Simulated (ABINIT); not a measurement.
Records of electronic-structure calculations.

**SrCl2 (Fm-3m): G0W0 with ABINIT, start to end**

It takes space group Fm-3m (No. 225, cubic). Conventional cell: a = 6.977 Å, b = 6.977 Å, c = 6.977 Å, α = 90.00°, β = 90.00°, γ = 90.00°. Nearest to Sr lie 8 Cl at 3.02 Å. Nearest to Cl lie 4 Sr at 3.02 Å. Farther neighbours, and contacts between anions beyond the nearest, are not listed.

```
Sr Cl
1.0
     0.00000    3.48835    3.48835
     3.48835    0.00000    3.48835
     3.48835    3.48835    0.00000
Sr Cl
1 2
Direct
  0.00000 0.00000 0.00000
  0.25000 0.25000 0.25000
  0.75000 0.75000 0.75000
```

* method: RPA screening on PBE, plane waves, norm-conserving pseudopotentials (and 2 further levels or steps)
* program: ABINIT 10.8.3
* settings: cutoff 28 Ha, PseudoDojo scalar-relativistic 0.4.1 standard, norm-conserving, ngkpt (2, 2, 2), nband 68, ecuteps 3.9 Ha, inclvkb 2, shiftk (0, 0, 0), symchi 1, awtr 1, frequency ppm, 2×2×2 k-mesh
* cost: 5 runs, 40 s in all on 4 MPI ranks of Arm Neoverse V2, shared host
* notes: The program’s warnings: nproc spkpt=  >= nkpt= * nsppol=. The cell and positions come from the Crystallography Open Database and are kept as given unless a step says otherwise. Limits: no spin-orbit coupling. The 2×2×2 mesh is coarse for this cell, which bears on the long-range parts of exchange and screening.
* PBE gap: 5.34 eV, indirect
* G0W0 gap on the mesh: 7.24 eV
* GW settings: 2×2×2 mesh, 68 bands, screening to 106.1 eV, Godby-Needs plasmon pole
* known limits: short of the basis limit; no spin-orbit coupling; coarse k mesh

G0W0 moves the gap on the mesh from 5.34 eV to 7.24 eV (+1.90 eV), with Z of 0.81 and 0.86 at the edges. Local fields lower the RPA ε∞ on this mesh from 3.40 to 2.90; a Γ-centred mesh this coarse tends to raise both, most where the direct gap is narrow, while a short band sum lowers them.

[Long decimals in the printed logs are rounded to 6 places.]

[Logs are printed without paths, hosts, clocks, repeated set-up lines and the standing remarks that a program may print on its own settings, such as how far it seeks lower states.]

[Paths, hosts, dates, memory and timing lines, banners, echoed tables and standing remarks are left out of the program output; an Ansatz launch command may be rebuilt from the run's recorded settings. Measured values are a selection of at most five: reports struck by readers or far from the other reports are left out. None is set beside runs whose start may be inverted or whose files or cutoffs have a known fault.]

[Runs of the session that timed out or met a known fault of the program may be left out.]

[Hosts, paths, dates, database ids (printed as entryN), source tags and the programs' standing remarks are cut or masked in the printed files.]

[G0W0 gaps are taken among the corrected bands and points alone; a level outside them can change the order at an edge.]

[Where Ansatz stands beside ABINIT at settings called matched, ABINIT's density can come from a denser mesh and the files from another edition; pairs whose starting gaps differed by over 0.03 eV were left out, so agreement reads better than it is.]
